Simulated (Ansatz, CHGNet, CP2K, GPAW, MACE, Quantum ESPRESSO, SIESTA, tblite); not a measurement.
**tblite on random rock-salt (Na, Li, K)Cl solid solution (64 atoms): settings against a plane-wave reference**

Aim: run random rock-salt (Na, Li, K)Cl solid solution (64 atoms) in tblite and see how near its forces come to a plane-wave reference, and at what cost.

Main program and level: tblite 0.8.0; the method is named at each step.

**1. The starting structure**

The cell holds 64 atoms: 10 Na, 32 Cl, 11 Li and 11 K. Its edges and angles: a = 11.382 Å, b = 11.382 Å, c = 11.382 Å, α = 90.0°, β = 90.0°, γ = 90.0°. Rock-salt lattice (a = 5.691 Å, the mean of the end members), 2 x 2 x 2 cells, metal sites filled at random with 10 Na, 11 Li, 11 K; then minimised and run for 3 ps at 250 K (NVT) with a classical potential, last frame taken. Then every atom was moved at random, 0.05 Å r.m.s. a Cartesian component.

The yardstick, on the same geometry:

| Item | Value |
| --- | --- |
| method | Kohn-Sham DFT, PBE, PAW, plane waves (Ansatz 0.2.0); cutoff 420 eV, Γ point, fermi-dirac smearing of 0.05 eV; PAW set soft_2 |
| r.m.s. force component | 0.2478 eV/Å |
| longest force | 0.924 eV/Å |
| pressure | 2.117 GPa |
| gap (highest filled to lowest empty level) | 3.941 eV |
| SCF cycles | 7 |
| time | 13 s on 4 threads of Arm Neoverse V1, shared host |
| CPU time | 51 s |

**2. GFN1-xTB**

Method: GFN1-xTB tight binding, diagonalisation.

Contents of run.py:

```python
import numpy as np
from ase.io import read
from tblite.ase import TBLite

atoms = read("structure.xyz")
atoms.calc = TBLite(method="GFN1-xTB", electronic_temperature=580, accuracy=1.0, max_iterations=250, mixer_damping=0.4, verbosity=1)
energy = atoms.get_potential_energy()
forces = atoms.get_forces()
print(f"energy {energy:.6f} eV")
print("forces (eV/A)")
for i, (a, f) in enumerate(zip(atoms, forces)):
    print(f"{i:4d} {a.symbol:2s} {f[0]:10.5f} {f[1]:10.5f} {f[2]:10.5f}")
stress = -atoms.get_stress(voigt=False) * 160.21766
print("stress (GPa, compression positive)")
for row in stress:
    print(" ".join(f"{x:10.4f}" for x in row))
print("charges (e)")
print(np.array2string(atoms.get_charges(), precision=4, suppress_small=True, max_line_width=110, threshold=100000))
```

Contents of structure.xyz:

```xyz
64
Lattice="11.38200 0.00000 0.00000 0.00000 11.38200 0.00000 0.00000 0.00000 11.38200" Properties=species:S:1:pos:R:3 pbc="T T T"
Na 11.19909 0.17301 11.37711
Cl 2.58599 0.16242 0.15730
Li 0.49000 3.01828 2.75262
Cl 2.96774 3.01930 2.87088
K 2.74249 11.22584 2.98516
Cl 11.01436 0.27863 2.74010
Na 3.01282 2.98425 11.37767
Cl 0.13454 2.94043 0.14136
Na 11.20387 0.30003 5.69624
Cl 2.89900 0.21751 5.78513
K 11.35468 3.06790 8.53570
Cl 3.03103 3.22270 8.58977
K 2.91243 0.02686 8.66102
Cl 11.10872 0.19133 8.49666
Li 3.06529 2.76230 5.45118
Cl 0.43320 2.94077 5.55669
Li 0.19452 5.63455 0.12657
Cl 2.73794 5.70819 0.20692
K 11.24758 8.59432 3.01407
Cl 2.81318 8.20824 2.82342
Li 3.07644 5.56261 2.84459
Cl 0.00672 5.39484 2.69401
Na 2.75240 8.49040 0.08832
Cl 0.07808 8.40925 0.10528
K 11.12249 5.90202 5.84067
Cl 2.89592 5.46564 5.45790
K 10.40736 8.63063 8.84734
Cl 3.24740 8.37419 8.85394
Li 3.03706 5.79014 9.03367
Cl 0.39257 5.98932 8.88046
K 2.82843 8.51931 5.84682
Cl 11.36584 8.96856 5.96792
K 5.71889 0.02299 0.07307
Cl 8.70780 10.70557 10.47918
Li 5.65594 2.99096 2.91607
Cl 8.15315 2.65815 2.24157
Na 8.38649 0.14592 3.23203
Cl 5.68349 0.31904 3.07473
Na 8.58521 2.97856 11.16517
Cl 5.52687 3.02295 11.21537
Na 5.76965 0.18336 5.74825
Cl 8.52535 0.15400 5.97031
Li 5.65424 3.11241 8.63279
Cl 8.29725 2.92700 8.50782
Li 8.46263 0.47349 8.46992
Cl 5.87300 0.26361 8.48187
Li 7.93086 2.54115 6.10940
Cl 5.34146 2.91812 5.79845
Na 5.57456 5.68667 0.10517
Cl 8.61891 5.79105 11.27615
K 5.72583 8.49837 2.93849
Cl 8.45831 8.03911 3.30886
Na 8.49177 5.24972 2.42585
Cl 5.62840 5.43900 2.73498
Na 8.52637 8.32343 0.63136
Cl 5.59425 8.44783 0.04189
[... 4 atom lines left out ...]
Li 8.07416 5.22366 9.01022
Cl 5.63944 5.71661 8.80705
Li 8.40606 9.08602 5.55396
Cl 5.80619 8.99440 5.83168
```

Run with:

```sh
$ OMP_NUM_THREADS=1 python run.py > output.txt
```

The program printed:

```text
------------------------------------------------------------
  cycle        total energy    energy error   density error
------------------------------------------------------------
      1     -150.8560987809  -1.5059862E+02   5.5867097E-01
      2     -150.2954854005   5.6061338E-01   3.3568660E-01
      3     -80.45265669265   6.9842829E+01   6.1829972E-01
      4     -149.9662878663  -6.9513631E+01   1.0113578E-01
      5     -150.7184643268  -7.5217646E-01   6.4633621E-02
      6     -151.2547982760  -5.3633395E-01   2.2178352E-02
      7     -151.3105640185  -5.5765742E-02   1.0210323E-02
      8     -151.3232855766  -1.2721558E-02   3.9475098E-04
      9     -151.3232851761   4.0054977E-07   1.8577821E-04
     10     -151.3232805140   4.6621076E-06   2.0776403E-04
     11     -151.3232865030  -5.9890537E-06   8.9956331E-06
     12     -151.3232865036  -6.3286620E-10   3.1342587E-06
------------------------------------------------------------
 total:                                   3.109 sec
energy -4117.716364 eV
forces (eV/A)
   0 Na    0.21098   -0.08153   -0.11490
   1 Cl    0.07644   -0.12401   -0.05150
   2 Li    0.10434    0.08664    0.19393
   3 Cl    0.10339   -0.04807   -0.05610
   4 K    -0.11381    0.29583    0.01675
   5 Cl   -0.02253   -0.02070    0.11939
   6 Na   -0.35570   -0.07589    0.03023
   7 Cl   -0.21029    0.12934    0.08043
   8 Na    0.36848    0.07868    0.05476
   9 Cl   -0.04322    0.11621   -0.07398
  10 K     0.18695    0.14750   -0.11248
  11 Cl    0.26597    0.04702    0.10858
  12 K    -0.11400    0.10577   -0.07624
  13 Cl   -0.06996    0.11728   -0.02749
  14 Li   -0.35237    0.27604    0.06161
  15 Cl    0.14422   -0.36837   -0.26617
  16 Li    0.17988    0.08023   -0.06890
  17 Cl    0.07373   -0.06773    0.01572
  18 K     0.21707   -0.18990   -0.02064
  19 Cl    0.06913   -0.05395    0.00741
  20 Li   -0.14803    0.03356    0.20122
  21 Cl    0.00844    0.04031   -0.30815
  22 Na    0.00955    0.04280   -0.06433
  23 Cl   -0.30314    0.04149    0.27134
[...]
56 K    -0.07568   -0.12023    0.02833
  57 Cl   -0.25665   -0.12914    0.14830
  58 K     0.01401    0.00889   -0.09473
  59 Cl   -0.00640    0.18948    0.13334
  60 Li   -0.06684    0.34403   -0.32610
  61 Cl    0.15147   -0.45485    0.07742
  62 Li    0.01127   -0.43702    0.22935
  63 Cl    0.37228   -0.05503   -0.20783
stress (GPa, compression positive)
   -2.8848     0.0504    -0.0291
    0.0504    -3.0619     0.0899
   -0.0291     0.0899    -2.3375
charges (e)
[ 0.7929 -0.6758  0.482  -0.4868  0.519  -0.6511  0.786  -0.5996  0.8096 -0.6291  0.4938 -0.5569  0.5326
 -0.6367  0.5031 -0.5822  0.4704 -0.5482  0.5295 -0.6273  0.4936 -0.5386  0.8194 -0.6461  0.5299 -0.5602
  0.5264 -0.619   0.5075 -0.5681  0.5731 -0.6321  0.5109 -0.6188  0.4785 -0.645   0.7647 -0.642   0.7528
 -0.6305  0.8105 -0.5201  0.4697 -0.4643  0.4666 -0.6006  0.4516 -0.4971  0.7768 -0.5995  0.5422 -0.6219
  0.7855 -0.5818  0.7868 -0.6866  0.4979 -0.5898  0.5395 -0.5524  0.4722 -0.532   0.4908 -0.6259]
```

The job ended after 3.7 s (1 thread of Arm Neoverse V1, shared host; peak memory 0.12 GiB).

Banners, paths, timers and routine set-up lines are dropped from the logs unmarked, and long logs keep their key lines alone; longer cuts are marked.

Numbers from this run, and their distance from the reference:

- r.m.s. force component: 0.182 eV/Å
- r.m.s. difference of force components: 97.01 meV/Å
- longest difference of force vectors: 300.2 meV/Å
- force difference over r.m.s. force: 39.15 %
- slope of forces against the reference's: 0.6932
- correlation of force components: 0.9436
- pressure: -2.761 GPa
- pressure difference: -4.878 GPa

Length of the force difference by element (eV/Å):

```csv
element,atoms,mean,most
Cl,32,0.13,0.30
K,11,0.17,0.30
Li,11,0.17,0.27
Na,10,0.17,0.30
```

The surroundings of Cl48, which bears the longest force, nearest first, numbered as they follow in the input and with coordinates relative to it.

```csv
atom,x,y,z,distance (Å),bonds,Mulliken charge (e),Fx,Fy,Fz (eV/Å)
Cl48,0.00,0.00,0.00,0.00,6,-0.50,0.618,-0.282,0.049
Li15,-2.28,-0.16,-0.35,2.31,5,0.50,-0.352,0.276,0.062
Li47,2.59,-0.38,0.31,2.64,4,0.45,-0.093,0.239,-0.022
Na41,0.43,-2.73,-0.05,2.77,6,0.81,-0.360,0.133,0.122
Li43,0.31,0.19,2.83,2.86,6,0.47,-0.353,-0.045,-0.113
Li35,0.31,0.07,-2.88,2.90,5,0.48,-0.146,-0.023,0.073
K57,0.70,2.91,-0.05,2.99,7,0.50,-0.076,-0.120,0.028
Cl26,-2.45,2.55,-0.34,3.55,5,-0.56,0.109,0.100,-0.200
Cl12,-2.31,0.30,2.79,3.64,5,-0.56,0.266,0.047,0.109
Cl10,-2.44,-2.70,-0.01,3.64,6,-0.63,-0.043,0.116,-0.074
Cl58,3.32,1.48,-0.74,3.71,4,-0.59,-0.257,-0.129,0.148
Cl4,-2.37,0.10,-2.93,3.77,6,-0.49,0.103,-0.048,-0.056
Cl38,0.34,-2.60,-2.72,3.78,6,-0.64,0.207,-0.048,-0.083
Cl46,0.53,-2.65,2.68,3.81,6,-0.60,0.327,0.313,0.002
```

Atoms are counted from 1 here, from 0 in the log.

Forces lie 39 % from the reference's, at 0.072 times its CPU time (on 1 against 4 cores).

**3. What came out**

* force difference from the reference: tblite GFN1-xTB, 39 %
* its CPU time: 3.7 s

**Reading.** Tight binding differs by 39 % (tblite GFN1-xTB); it is another model, with fitted parameters of its own, and the xTB methods hold dispersion. One electronic-structure run takes under half the reference's CPU time: tblite GFN1-xTB, at 39 % in 3.7 s against 51 s; its pressure misses by -4.9 GPa. Periodic xTB results under one method name differ between programs and library versions. The host structure and its lattice constant were typed by rule, without a check against the phase diagram. The reference's pressure of 2.1 GPa belongs to a cell and atoms that aren't relaxed at this level. The electronic-structure runs sample only Γ, in a cell whose shortest periodic width is 11 Å.

[Also dropped from logs without a mark: logging warnings of Python, and SIESTA's first energy breakdown and zero terms.]

[Logs are printed without paths, hosts, clocks, repeated set-up lines and the standing remarks that a program may print on its own settings, such as how far it seeks lower states.]

[Hosts, paths, dates, database ids (printed as entryN), source tags and the programs' standing remarks are cut or masked in the printed files.]
